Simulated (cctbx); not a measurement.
**Resonant diffraction in LuTlS3**

Space group Pnma (no. 62), a = 6.8570 Å, b = 9.6170 Å, c = 6.6590 Å, α = 90.00°, β = 90.00°, γ = 90.00°.

```csv
atom,mult.,x,y,z,Ueq (Å²)
Tl1,4,0.9411,3/4,0.0192,0.0036
Lu1,4,1/2,1/2,0,0.0037
S1,4,0.9202,1/4,0.3738,0.0072
S2,8,0.8205,0.4367,0.8221,0.0067
```

This is a model crystal, built by substitution and not relaxed, with assumed displacement parameters.

Calculated with cctbx: free-atom f′ and f″ from the Sasaki tables, no fine structure; amplitudes in electrons.

```csv
E (eV),F 0 3 1,F 0 1 1,F 1 0 1,F 1 2 1
8644,82.8,34.0,21.1,425.5
8994,82.7,33.9,27.0,417.3
9124,82.7,33.8,32.6,410.8
9184,82.7,33.8,37.9,405.1
9214,82.7,33.8,43.4,399.3
9229,82.7,33.8,49.0,393.6
9236,82.7,33.8,54.0,388.6
9240,82.7,33.8,59.2,383.3
9248,82.7,33.8,64.3,383.9
9252,82.7,33.8,57.7,390.6
9259,82.7,33.8,52.2,396.4
9274,82.7,33.8,46.3,402.5
9304,82.7,33.8,40.5,408.4
9394,82.7,33.7,33.1,415.9
9644,82.7,33.6,25.5,422.4
```

**Question.** Which edge is crossed, and why do the reflections move as they do?

The L3 edge of Lu. The edge is at 9244 eV. f′ of Lu falls from -12.0 e at 9124 eV to -18.9 e at 4 eV below it, and f″ steps from 3.76 to 10.53 e across it. Over that approach |F| changes by +0 % (0 3 1), +0 % (0 1 1), +82 % (1 0 1) and -7 % (1 2 1): a reflection falls where Lu scatters in phase with the total and rises where it scatters against it; it hardly moves where the Lu term is small or cancels by symmetry. Above the edge the larger f″ enters the imaginary part, where it can add to or cancel the other atoms' f″. The structure is centrosymmetric, so Friedel mates stay equal.

[Logs are printed without paths, hosts, clocks, repeated set-up lines and the standing remarks that a program may print on its own settings, such as how far it seeks lower states.]
